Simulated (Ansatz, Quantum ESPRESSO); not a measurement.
# PrSm (P-6m2): zone-centre phonons, part 2 of 3

Aim: the zone-centre modes of PrSm (P-6m2).

Quantum ESPRESSO 7.5; DFT PBEsol, scalar-relativistic, plane waves, PseudoDojo norm-conserving, 4f in core pseudopotentials.

So far. Step 2 (A first look): No gap opens on this mesh, so smearing is kept; the start stands at -2.8 GPa. Step 4 (Self-consistent run for the response): The cell stands at -0.098 GPa, close enough for phonons. The relaxed cell has a = 3.596, c = 5.845 Å (conventional setting).

### 5. Linear response at Γ

At q = 0 one unit cell holds all displacements; symmetry groups them into irreducible representations that are solved one by one. With smeared occupations no response to a homogeneous field can be asked.

Contents of ph.in:

```
phonons
&inputph
   prefix = 'x'
   outdir = './tmp'
   fildyn = 'g.dyn'
   tr2_ph = 1.0d-18
   alpha_mix(1) = 0.4
   nmix_ph = 8
/
0.000000000 0.000000000 0.000000000
```

Command:

```sh
> OMP_NUM_THREADS=1 mpirun -n 4 ph.x -nk 4 -in ph.in > ph.out
```

What it wrote:

```text
[banners, grids, parts of the stress and lines that vanish by symmetry left out]
[banner, memory and clock lines left out]
Program PHONON v.7.5

     ./tmp/x.save/

     IMPORTANT: XC functional enforced from input :
     Exchange-correlation= PBESOL
                           (   1   4  10   8   0   0   0)
     Any further DFT definition will be discarded
     Please, verify this is what you really want

     G-vector sticks info

     Reading collected, re-writing distributed wavefunctions in ./tmp/

     Number and degeneracy of irreps per q-point
       N         xq(1)         xq(2)         xq(3)   N irreps
       1   0.000000000   0.000000000   0.000000000       4
        2   2   1   1

     Calculation of q =    0.0000000   0.0000000   0.0000000

     phonons

     bravais-lattice index     =            4
     lattice parameter (alat)  =       6.7948  a.u.
     unit-cell volume          =     441.6398 (a.u.)^3
     number of atoms/cell      =            2
     number of atomic types    =            2
     kinetic-energy cut-off    =      44.0000  Ry
     charge density cut-off    =     176.0000  Ry
     convergence threshold     =      1.0E-18
     beta                      =       0.4000
     number of iterations used =            8
     Exchange-correlation= PBESOL
                           (   1   4  10   8   0   0   0)

     celldm(1)=    6.79477  celldm(2)=    0.00000  celldm(3)=    1.62560
     celldm(4)=    0.00000  celldm(5)=    0.00000  celldm(6)=    0.00000

     crystal axes: (cart. coord. in units of alat)
               a(1) = (  1.0000  0.0000  0.0000 )
               a(2) = ( -0.5000  0.8660  0.0000 )
               a(3) = (  0.0000  0.0000  1.6256 )

     reciprocal axes: (cart. coord. in units 2 pi/alat)
               b(1) = (  1.0000  0.5774 -0.0000 )
               b(2) = (  0.0000  1.1547  0.0000 )
               b(3) = (  0.0000 -0.0000  0.6152 )

     Atoms inside the unit cell:

     Cartesian axes

     site n.  atom      mass           positions (alat units)
        1  Pr    140.9077   tau(    1) = (    0.50000    0.28868    0.81280  )
        2  Sm    150.3600   tau(    2) = (   -0.00000    0.57735    0.00000  )

     Computing dynamical matrix for
                    q = (   0.0000000   0.0000000   0.0000000 )

     13 Sym.Ops. (with q -> -q+G )

     G cutoff =  205.8269  (  17405 G-vectors)     FFT grid: ( 30, 30, 48)

     number of k points=    48  Marzari-Vanderbilt smearing, width (Ry)=  0.0200
                       cart. coord. in units 2pi/alat
        k(    1) = (   0.0000000   0.0000000   0.0000000), wk =   0.0041152
        k(    2) = (   0.0000000   0.0000000   0.1025263), wk =   0.0082305
        k(    3) = (   0.0000000   0.0000000   0.2050525), wk =   0.0082305
        [... further k-points left out ...]

     PseudoPot. # 1 for Pr read from file:
     ./pseudo/Pr.upf
     Pseudo is Norm-conserving + core correction, Zval = 11.0
     Using radial grid of 1772 points,  7 beta functions with:
                l(1) =   0
                l(2) =   0
                l(3) =   1
                l(4) =   1
                l(5) =   2
                l(6) =   2
                l(7) =   3

     PseudoPot. # 2 for Sm read from file:
     ./pseudo/Sm.upf
     Pseudo is Norm-conserving + core correction, Zval = 11.0
     Using radial grid of 1728 points,  7 beta functions with:
                l(1) =   0
                l(2) =   0
                l(3) =   1
                l(4) =   1
                l(5) =   2
                l(6) =   2
                l(7) =   3

     Mode symmetry, D_3h (-62m) point group:

     Atomic displacements:
     There are    4 irreducible representations

     Representation     1      2 modes -  To be done

     Representation     2      2 modes -  To be done

     Representation     3      1 modes -  To be done

     Representation     4      1 modes -  To be done

     Alpha used in Ewald sum =   1.7000

     Representation #   1 modes #   1   2

     Self-consistent Calculation
      thresh= 1.000E-02 alpha_mix =  0.400 |ddv_scf|^2 =  8.581E-07
      thresh= 9.263E-05 alpha_mix =  0.400 |ddv_scf|^2 =  8.259E-08
      thresh= 2.874E-05 alpha_mix =  0.400 |ddv_scf|^2 =  2.229E-09
      thresh= 4.722E-06 alpha_mix =  0.400 |ddv_scf|^2 =  1.108E-11
      thresh= 3.329E-07 alpha_mix =  0.400 |ddv_scf|^2 =  1.613E-12
      thresh= 1.270E-07 alpha_mix =  0.400 |ddv_scf|^2 =  1.516E-13
      thresh= 3.894E-08 alpha_mix =  0.400 |ddv_scf|^2 =  2.878E-15
      thresh= 5.365E-09 alpha_mix =  0.400 |ddv_scf|^2 =  1.687E-16
      thresh= 1.299E-09 alpha_mix =  0.400 |ddv_scf|^2 =  3.195E-18
      thresh= 1.788E-10 alpha_mix =  0.400 |ddv_scf|^2 =  4.833E-19

     End of self-consistent calculation

     Convergence has been achieved

     Representation #   2 modes #   3   4

     Self-consistent Calculation
      thresh= 1.000E-02 alpha_mix =  0.400 |ddv_scf|^2 =  6.837E-07
      thresh= 8.268E-05 alpha_mix =  0.400 |ddv_scf|^2 =  6.511E-08
      thresh= 2.552E-05 alpha_mix =  0.400 |ddv_scf|^2 =  2.043E-09
      thresh= 4.520E-06 alpha_mix =  0.400 |ddv_scf|^2 =  7.051E-12
[...]
End of self-consistent calculation

     Convergence has been achieved

     Representation #   3 mode #   5

     Self-consistent Calculation
[...]
End of self-consistent calculation

     Convergence has been achieved

     Representation #   4 mode #   6

     Self-consistent Calculation
[...]
thresh= 6.718E-06 alpha_mix =  0.400 |ddv_scf|^2 =  4.705E-10
      thresh= 2.169E-06 alpha_mix =  0.400 |ddv_scf|^2 =  6.574E-12
      thresh= 2.564E-07 alpha_mix =  0.400 |ddv_scf|^2 =  3.153E-13
      thresh= 5.615E-08 alpha_mix =  0.400 |ddv_scf|^2 =  9.545E-15
      thresh= 9.770E-09 alpha_mix =  0.400 |ddv_scf|^2 =  1.007E-15
      thresh= 3.174E-09 alpha_mix =  0.400 |ddv_scf|^2 =  9.261E-18
      thresh= 3.043E-10 alpha_mix =  0.400 |ddv_scf|^2 =  2.849E-19

     End of self-consistent calculation

     Convergence has been achieved

     Number of q in the star =    1
     List of q in the star:
          1   0.000000000   0.000000000   0.000000000

     Diagonalizing the dynamical matrix

     q = (    0.000000000   0.000000000   0.000000000 )

 **************************************************************************
     freq (    1) =      -0.135075 [THz] =      -4.505621 [cm-1]
     freq (    2) =      -0.135075 [THz] =      -4.505621 [cm-1]
     freq (    3) =      -0.135023 [THz] =      -4.503888 [cm-1]
     freq (    4) =       1.286930 [THz] =      42.927352 [cm-1]
     freq (    5) =       1.286930 [THz] =      42.927352 [cm-1]
     freq (    6) =       2.681754 [THz] =      89.453681 [cm-1]
 **************************************************************************

     Mode symmetry, D_3h (-62m) point group:

     freq (   1-   2) =         -4.5  [cm-1]   --> E'              I+R
     freq (   3-   3) =         -4.5  [cm-1]   --> A''2            I
     freq (   4-   5) =         42.9  [cm-1]   --> E'              I+R
     freq (   6-   6) =         89.5  [cm-1]   --> A''2            I
```

Run time: 79 s. Hardware: 4 MPI ranks of Arm Neoverse V2, shared host.

Read from the output:

* largest acoustic frequency at the zone centre before the sum rule: -4.51 cm⁻¹
* highest optical zone-centre mode (no LO-TO term): 89.45 cm⁻¹
* lowest optical zone-centre mode: 42.93 cm⁻¹

The acoustic modes at Γ come out as far as 4.5 cm⁻¹ from zero, where they should vanish, a small numerical error.

### 6. Zone-centre analysis

A rigid shift of the crystal must cost nothing, but grids and finite bases break this; the acoustic sum rule is imposed before the matrix is diagonalised again.

Contents of dynmat.in:

```
&input
   fildyn = 'g.dyn'
   asr = 'simple'
   fileig = 'dynmat.eig'
/
```

Command:

```sh
> dynmat.x -in dynmat.in > dynmat.out
```

What it wrote:

```text
[banner, memory and clock lines left out]
Program DYNMAT v.7.5

     Reading Dynamical Matrix from file g.dyn
     ...Force constants read
     ...epsilon and Z* not read (not found on file)
     A direction for q was not specified:TO-LO splitting will be absent

     Polarizability (A^3 units)
     multiply by 1.000000 for Clausius-Mossotti correction
         0.000000    0.000000    0.000000
         0.000000    0.000000    0.000000
         0.000000    0.000000    0.000000

     IR activities are in (D/A)^2/amu units

# mode   [cm-1]    [THz]      IR
    1     -0.00   -0.0000    0.0000
    2      0.00    0.0000    0.0000
    3      0.00    0.0000    0.0000
    4     43.16    1.2940    0.0000
    5     43.16    1.2940    0.0000
    6     89.57    2.6851    0.0000
```

Elapsed: 0.45 s, on 1 thread.

Numbers from this step:

| Quantity | Value |
| --- | --- |
| highest optical zone-centre mode (no LO-TO term) | 89.57 cm⁻¹ |
| lowest optical zone-centre mode | 43.16 cm⁻¹ |

Unit eigenvectors of the mass-weighted matrix after the sum rule; no LO-TO term. The modes at Γ (shares of kinetic energy by element, %):

```
mode  frequency (cm⁻¹)  symmetry  Pr %  Sm %
   1               0.0  acoustic    48    52
   2               0.0  acoustic    48    52
   3               0.0  acoustic    48    52
   4              43.2        E'    52    48
   5              43.2        E'    52    48
   6              89.6      A''2    52    48
```

Displacements in mode 4 (43.2 cm⁻¹), the largest set to 1:
```
Pr1  0.00  1.00  0.00
Sm2  0.00 -0.94  0.00
```

Displacements in mode 6 (89.6 cm⁻¹), the largest set to 1:
```
Pr1  0.00  0.00  1.00
Sm2  0.00  0.00 -0.94
```

The rule moves no optical mode by more than 0.3 cm⁻¹.

### 7. Sum rules set otherwise (asr no)

Without the rule the raw error of the acoustic modes shows.

Contents of dynmat.in:

```
&input
   fildyn = 'g.dyn'
   asr = 'no'
   fileig = 'dynmat.eig'
/
```

Command:

```sh
> dynmat.x -in dynmat.in > dynmat.out
```

What it wrote:

```text
[banner, memory and clock lines left out]
Program DYNMAT v.7.5

     Reading Dynamical Matrix from file g.dyn
     ...Force constants read
     ...epsilon and Z* not read (not found on file)
     A direction for q was not specified:TO-LO splitting will be absent

     Polarizability (A^3 units)
     multiply by 1.000000 for Clausius-Mossotti correction
         0.000000    0.000000    0.000000
         0.000000    0.000000    0.000000
         0.000000    0.000000    0.000000

     IR activities are in (D/A)^2/amu units

# mode   [cm-1]    [THz]      IR
    1     -4.51   -0.1351    0.0000
    2     -4.51   -0.1351    0.0000
    3     -4.50   -0.1350    0.0000
    4     42.93    1.2869    0.0000
    5     42.93    1.2869    0.0000
    6     89.45    2.6818    0.0000
```

It took 0.45 s on 1 thread.

This step gave:

```yaml
highest_optical_zone_centre_mode_no_lo_to_term: 89.45 cm⁻¹
lowest_optical_zone_centre_mode: 42.93 cm⁻¹
```

Zone-centre frequencies as printed; negative means imaginary. Modes:

```
mode  frequency (cm⁻¹)
   1             -4.51
   2             -4.51
   3              -4.5
   4             42.93
   5             42.93
   6             89.45
```

Against the first rule no mode moves by more than 4.6 cm⁻¹.

### 8. Sum rules set otherwise: a sum rule for molecules or wires on a crystal

This rule also removes rotations, which suits molecules and not a crystal; it is tried to see the harm.

Contents of dynmat.in:

```
&input
   fildyn = 'g.dyn'
   asr = 'zero-dim'
   fileig = 'dynmat.eig'
/
```

Command:

```sh
> dynmat.x -in dynmat.in > dynmat.out
```

What it wrote:

```text
[banner, memory and clock lines left out]
Program DYNMAT v.7.5

     Reading Dynamical Matrix from file g.dyn
     ...Force constants read
     ...epsilon and Z* not read (not found on file)
     Acoustic Sum Rule: || Z*(ASR) - Z*(orig)|| =    0.000000E+00
     Acoustic Sum Rule: ||dyn(ASR) - dyn(orig)||=    6.568084E-02
     A direction for q was not specified:TO-LO splitting will be absent

     Polarizability (A^3 units)
     multiply by 1.000000 for Clausius-Mossotti correction
         0.000000    0.000000    0.000000
         0.000000    0.000000    0.000000
         0.000000    0.000000    0.000000

     IR activities are in (D/A)^2/amu units

# mode   [cm-1]    [THz]      IR
    1     -0.00   -0.0000    0.0000
    2     -0.00   -0.0000    0.0000
    3      0.00    0.0000    0.0000
    4      0.00    0.0000    0.0000
    5      0.00    0.0000    0.0000
    6     77.05    2.3098    0.0000
```

Elapsed: 0.45 s, on 1 thread.

The program raised no error, yet the settings are not those of a careful run.

The fault: a sum rule for molecules or wires on a crystal; 2 optical modes are projected out to zero frequency, as if they were rotations.

For a crystal the rule has to be 'simple' or 'crystal'.

Zone-centre frequencies as printed; negative means imaginary. Modes:

```
mode  frequency (cm⁻¹)
   1                 0
   2                 0
   3                 0
   4                 0
   5                 0
   6             77.05
```

(Part 2 of 3 ends here.)

[Host names and launcher messages were left out of these logs when they were recorded.]

[Logs are printed without paths, hosts, clocks, repeated set-up lines and the standing remarks that a program may print on its own settings, such as how far it seeks lower states.]

[Hosts, paths, dates, database ids (printed as entryN), source tags and the programs' standing remarks are cut or masked in the printed files.]
